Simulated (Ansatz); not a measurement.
**Si on Ag(111): change of the work function**

How does Si on the fcc site change the work function of Ag(111) as the layer fills?

Program: Ansatz 0.2.0. Level of theory: plane-wave DFT, PBE, Ansatz PAW. Values are calculated unless marked as measured.

Report form: inputs, costs, results and the conclusion, without the logs.

### Step 1. The starting structure

The cell holds 4 atoms: 4 Ag. Its edges and angles: a = 2.892 Å, b = 2.892 Å, c = 25.084 Å, α = 90.0°, β = 90.0°, γ = 60.0°. Vacuum lies along c.

### Step 2. The clean slab

The bare slab comes first, as the zero from which every change is counted. The two lowest layers are held at bulk places and the upper ones relax. The dipole correction removes the false field that a one-sided slab makes across the periodic vacuum, so each face gets a flat vacuum level of its own.

Contents of input.yaml:

```yaml
crystal:
  lattice:
    - [2.8920667351, 0.0, 0.0]
    - [1.4460333675, 2.504603262, 0.0]
    - [0.0, 0.0, 25.084087803]
  atoms:
    - { symbol: Ag, position: [0.0, 0.0, 0.3587931947] }
    - { symbol: Ag, position: [0.3333333333, 0.3333333333, 0.4529310649] }
    - { symbol: Ag, position: [0.6666666667, 0.6666666667, 0.5470689351] }
    - { symbol: Ag, position: [0.0, 0.0, 0.6412068053] }
kpoints:
  mp_grid: { grid: [12, 12, 1] }
hamiltonian:
  xc: pbe
scf:
  occupations: { method: fermi_dirac, width: 0.1 }
  convergence: { dr2_threshold: 1.0e-08 }
efield:
  axis: 3
  dipole_correction: true
  ramp_position: 0.97
  ramp_width: 0.06
relax:
  f_tol: 0.02
  max_steps: 60
  constraints: [{ sites: [0, 1] }]
output:
  write_potential: true
  write_density: true
  volumetric_format: npy
```

Started as:

```console
> ansatz run input.yaml --threads 4 --pin off --max-ram 16384MiB --backend cpu --events-out ev --progress --plain --runs-dir out
```

Elapsed: 13 s, on 4 threads of Intel Xeon Platinum 8259CL at 2.50GHz (Skylake/Cascade Lake), shared host; peak memory 0.61 GiB; 39 s of CPU time.

Relaxation path:

```
step  energy less that of the first step (eV)  largest force component (eV/Å)
   1                                   0.0000                          0.1394
   2                                  -0.0033                          0.0588
   3                                  -0.0046                          0.0035
```

The run keeps the 6 symmetry operations that the program found, so distortions that break them were not tested.

The atoms that moved most (Å):

```
atom     dx     dy     dz  length
 Ag4  0.000  0.000  0.077   0.077
 Ag3  0.000  0.000  0.027   0.027
```

Final coordinates:

```xyz
4
Lattice="2.8921 0.0000 0.0000 1.4460 2.5046 0.0000 0.0000 0.0000 25.0841" Properties=species:S:1:pos:R:3
Ag    0.0000    0.0000    9.0000
Ag    1.4460    0.8349   11.3614
Ag    2.8921    1.6697   13.7500
Ag    0.0000    0.0000   16.1612
```

This step gave:

* energy at zero smearing: -30361.5275 eV
* work function, upper face: 4.469 eV
* dipole along the normal: -8.00e-4 e·Å

Running mean over 2.361 Å of the planar mean; the ramp of the sawtooth is left out. Electron's electrostatic potential energy less the Fermi level against z:

```
z (Å)  electron's electrostatic potential energy less the Fermi level (eV)
  3.5                                                                 4.45
  4.0                                                                 4.45
  4.5                                                                 4.45
  5.0                                                                 4.44
  5.5                                                                 4.43
  6.0                                                                 4.38
  6.5                                                                 4.19
  7.0                                                                 3.48
  7.5                                                                 1.20
  8.0                                                                -2.25
  8.5                                                                -4.95
  9.0                                                                -5.85
  9.5                                                                -6.00
 10.0                                                                -6.03
 10.5                                                                -6.04
 11.0                                                                -6.05
 11.5                                                                -6.03
 12.0                                                                -5.92
 12.5                                                                -5.85
 13.0                                                                -5.89
 13.5                                                                -5.99
 14.0                                                                -5.97
 14.5                                                                -5.78
 15.0                                                                -5.68
 15.5                                                                -5.78
 16.0                                                                -5.86
 16.5                                                                -5.38
 17.0                                                                -3.28
 17.5                                                                0.148
 18.0                                                                 2.97
 18.5                                                                 4.08
 19.0                                                                 4.36
 19.5                                                                 4.44
 20.0                                                                 4.46
 20.5                                                                 4.47
 21.0                                                                 4.47
 21.5                                                                 4.47
 22.0                                                                 4.47
```

The relaxation took 3 steps and lowered the energy by 0.0046 eV; the largest force on the free atoms ends at 0.0035 eV/Å.

The work function of the upper face is 4.47 eV.

### Step 3. Adsorbate added, k-mesh 4×4×1, coverage 0.111 ML

System of this step: Si/Ag(111). The cell holds 37 atoms: 36 Ag and 1 Si. Cell: a = 8.676 Å, b = 8.676 Å, c = 27.202 Å, α = 90.0°, β = 90.0°, γ = 60.0°. Vacuum lies along c.

The clean slab as it ended is repeated in the plane and the adsorbate is set on one face; the cell's size fixes the coverage, and the k-mesh shrinks with it to keep the sampling density about even. Adsorbate and upper layers relax, since the dipole depends on the height.

Contents of input.yaml:

```yaml
crystal:
  lattice:
    - [8.6762002052, 1.0e-10, 0.0]
    - [4.3381001025, 7.5138097861, 0.0]
    - [0.0, 0.0, 27.2020003268]
  atoms:
    - { symbol: Ag, position: [0.0, 0.0, 0.3308580212] }
    - { symbol: Ag, position: [0.1111111111, 0.1111111111, 0.4176664387] }
    - { symbol: Ag, position: [0.2222222222, 0.2222222222, 0.5054791142] }
    - { symbol: Ag, position: [0.0, 0.0, 0.5941195892] }
    - { symbol: Ag, position: [0.0, 0.3333333333, 0.3308580212] }
    - { symbol: Ag, position: [0.1111111111, 0.4444444444, 0.4176664387] }
    - { symbol: Ag, position: [0.2222222222, 0.5555555556, 0.5054791142] }
    - { symbol: Ag, position: [0.0, 0.3333333333, 0.5941195892] }
    - { symbol: Ag, position: [0.0, 0.6666666667, 0.3308580212] }
    - { symbol: Ag, position: [0.1111111111, 0.7777777778, 0.4176664387] }
    - { symbol: Ag, position: [0.2222222222, 0.8888888889, 0.5054791142] }
    - { symbol: Ag, position: [0.0, 0.6666666667, 0.5941195892] }
    - { symbol: Ag, position: [0.3333333333, 0.0, 0.3308580212] }
    - { symbol: Ag, position: [0.4444444444, 0.1111111111, 0.4176664387] }
    - { symbol: Ag, position: [0.5555555556, 0.2222222222, 0.5054791142] }
    - { symbol: Ag, position: [0.3333333333, 0.0, 0.5941195892] }
    - { symbol: Ag, position: [0.3333333333, 0.3333333333, 0.3308580212] }
    - { symbol: Ag, position: [0.4444444444, 0.4444444444, 0.4176664387] }
    - { symbol: Ag, position: [0.5555555556, 0.5555555556, 0.5054791142] }
    - { symbol: Ag, position: [0.3333333333, 0.3333333333, 0.5941195892] }
    - { symbol: Ag, position: [0.3333333333, 0.6666666667, 0.3308580212] }
    - { symbol: Ag, position: [0.4444444444, 0.7777777778, 0.4176664387] }
    - { symbol: Ag, position: [0.5555555556, 0.8888888889, 0.5054791142] }
    - { symbol: Ag, position: [0.3333333333, 0.6666666667, 0.5941195892] }
    - { symbol: Ag, position: [0.6666666667, 0.0, 0.3308580212] }
    - { symbol: Ag, position: [0.7777777778, 0.1111111111, 0.4176664387] }
    - { symbol: Ag, position: [0.8888888889, 0.2222222222, 0.5054791142] }
    - { symbol: Ag, position: [0.6666666667, 0.0, 0.5941195892] }
    - { symbol: Ag, position: [0.6666666667, 0.3333333333, 0.3308580212] }
    - { symbol: Ag, position: [0.7777777778, 0.4444444444, 0.4176664387] }
    - { symbol: Ag, position: [0.8888888889, 0.5555555556, 0.5054791142] }
    - { symbol: Ag, position: [0.6666666667, 0.3333333333, 0.5941195892] }
    - { symbol: Ag, position: [0.6666666667, 0.6666666667, 0.3308580212] }
    - { symbol: Ag, position: [0.7777777778, 0.7777777778, 0.4176664387] }
    - { symbol: Ag, position: [0.8888888889, 0.8888888889, 0.5054791142] }
    - { symbol: Ag, position: [0.6666666667, 0.6666666667, 0.5941195892] }
    - { symbol: Si, position: [0.1111111111, 0.1111111111, 0.6691419788] }
kpoints:
  mp_grid: { grid: [4, 4, 1] }
hamiltonian:
  xc: pbe
scf:
  occupations: { method: fermi_dirac, width: 0.1 }
  convergence: { dr2_threshold: 1.0e-08 }
efield:
  axis: 3
  dipole_correction: true
  ramp_position: 0.97
  ramp_width: 0.06
relax:
  f_tol: 0.02
  max_steps: 60
  constraints:
    - { sites: [0, 1, 4, 5, 8, 9, 12, 13, 16, 17, 20, 21, 24, 25, 28, 29, 32, 33] }
output:
  write_potential: true
  write_density: true
  volumetric_format: npy
```

Run time: 7 min. Hardware: 4 threads; peak memory 12 GiB; 21 min of CPU time.

Step by step:

```
step  energy less that of the first step (eV)  largest force component (eV/Å)
   1                                   0.0000                          1.1598
   2                                  -0.1688                          0.3309
   3                                  -0.1789                          0.0731
   4                                  -0.1802                          0.0032
```

Forces are held to the 6 operations that the program found; a distortion that breaks them can't arise in this run.

The atoms that moved most (Å):

```
atom      dx      dy      dz  length
Si37   0.000   0.000  -0.272   0.272
 Ag4  -0.056  -0.032   0.012   0.066
Ag16   0.056  -0.032   0.012   0.066
 Ag8   0.000   0.065   0.012   0.066
Ag20  -0.003  -0.002   0.031   0.031
Ag24   0.000   0.003   0.031   0.031
Ag32   0.003  -0.002   0.031   0.031
Ag36   0.003   0.002  -0.016   0.016
```

Final coordinates:

```xyz
37
Lattice="8.6762 0.0000 0.0000 4.3381 7.5138 0.0000 0.0000 0.0000 27.2020" Properties=species:S:1:pos:R:3
Ag    0.0000    0.0000    9.0000
Ag    1.4460    0.8349   11.3614
Ag    2.8894    1.6682   13.7544
Ag   -0.0563   -0.0325   16.1734
Ag    1.4460    2.5046    9.0000
Ag    2.8921    3.3395   11.3614
Ag    4.3410    4.1726   13.7651
Ag    1.4460    2.5696   16.1734
Ag    2.8921    5.0092    9.0000
Ag    4.3381    5.8441   11.3614
Ag    5.7841    6.6821   13.7544
Ag    2.8889    5.0110   16.1452
Ag    2.8921    0.0000    9.0000
Ag    4.3381    0.8349   11.3614
Ag    5.7841    1.6731   13.7651
Ag    2.9484   -0.0325   16.1734
Ag    4.3381    2.5046    9.0000
Ag    5.7841    3.3395   11.3614
Ag    7.2272    4.1726   13.7651
Ag    4.3352    2.5029   16.1917
Ag    5.7841    5.0092    9.0000
Ag    7.2302    5.8441   11.3614
Ag    8.6767    6.6786   13.7373
Ag    5.7841    5.0125   16.1917
Ag    5.7841    0.0000    9.0000
Ag    7.2302    0.8349   11.3614
Ag    8.6789    1.6682   13.7544
Ag    5.7841   -0.0037   16.1452
Ag    7.2302    2.5046    9.0000
Ag    8.6762    3.3395   11.3614
Ag   10.1222    4.1749   13.7373
Ag    7.2330    2.5029   16.1917
Ag    8.6762    5.0092    9.0000
Ag   10.1222    5.8441   11.3614
Ag   11.5677    6.6786   13.7373
Ag    8.6794    5.0110   16.1452
Si    1.4460    0.8349   17.9302
```

Read from the output:

| Property | Result |
| --- | --- |
| energy at zero smearing | -273888.0972 eV |
| work function, upper face | 4.627 eV |
| work function, lower face | 4.459 eV |
| dipole along the normal | -0.06077 e·Å |
| step between the vacuum levels | 0.1687 eV |

Running mean over 2.361 Å of the planar mean; the ramp of the sawtooth is left out. The electron's electrostatic potential energy less the Fermi level by z:

```
z (Å)  electron's electrostatic potential energy less the Fermi level (eV)
  3.5                                                                 4.46
  4.0                                                                 4.46
  4.5                                                                 4.46
  5.0                                                                 4.45
  5.5                                                                 4.44
  6.0                                                                 4.38
  6.5                                                                 4.20
  7.0                                                                 3.49
  7.5                                                                 1.22
  8.0                                                                -2.23
  8.5                                                                -4.94
  9.0                                                                -5.84
  9.5                                                                -5.99
 10.0                                                                -6.02
 10.5                                                                -6.05
 11.0                                                                -6.06
 11.5                                                                -6.03
 12.0                                                                -5.91
 12.5                                                                -5.82
 13.0                                                                -5.86
 13.5                                                                -5.96
 14.0                                                                -5.94
 14.5                                                                -5.74
 15.0                                                                -5.64
 15.5                                                                -5.77
 16.0                                                                -5.96
 16.5                                                                -5.74
 17.0                                                                -4.09
 17.5                                                               -0.923
 18.0                                                                 1.89
 18.5                                                                 3.12
 19.0                                                                 3.75
 19.5                                                                 4.26
 20.0                                                                 4.52
 20.5                                                                 4.60
 21.0                                                                 4.62
 21.5                                                                 4.63
 22.0                                                                 4.63
 22.5                                                                 4.63
 23.0                                                                 4.63
 23.5                                                                 4.63
 24.0                                                                 4.63
```

The relaxation took 4 steps and lowered the energy by 0.18 eV; the largest force on the free atoms ends at 0.0032 eV/Å.

The covered face has 4.63 eV, +0.16 eV against the clean one; the bare back face has moved by +0.01 eV, a measure of how thin the slab is.

[end of part 1 of 2]

[Long decimals in the printed logs are rounded to 6 places.]

[Logs are printed without paths, hosts, clocks, repeated set-up lines and the standing remarks that a program may print on its own settings, such as how far it seeks lower states.]

[Hosts, paths, dates, database ids (printed as entryN), source tags and the programs' standing remarks are cut or masked in the printed files.]

[Maps of the electrostatic potential energy from Ansatz leave out the sawtooth potential of an applied field or a dipole correction, so their vacuum need not be flat; planar profiles and work functions include it.]
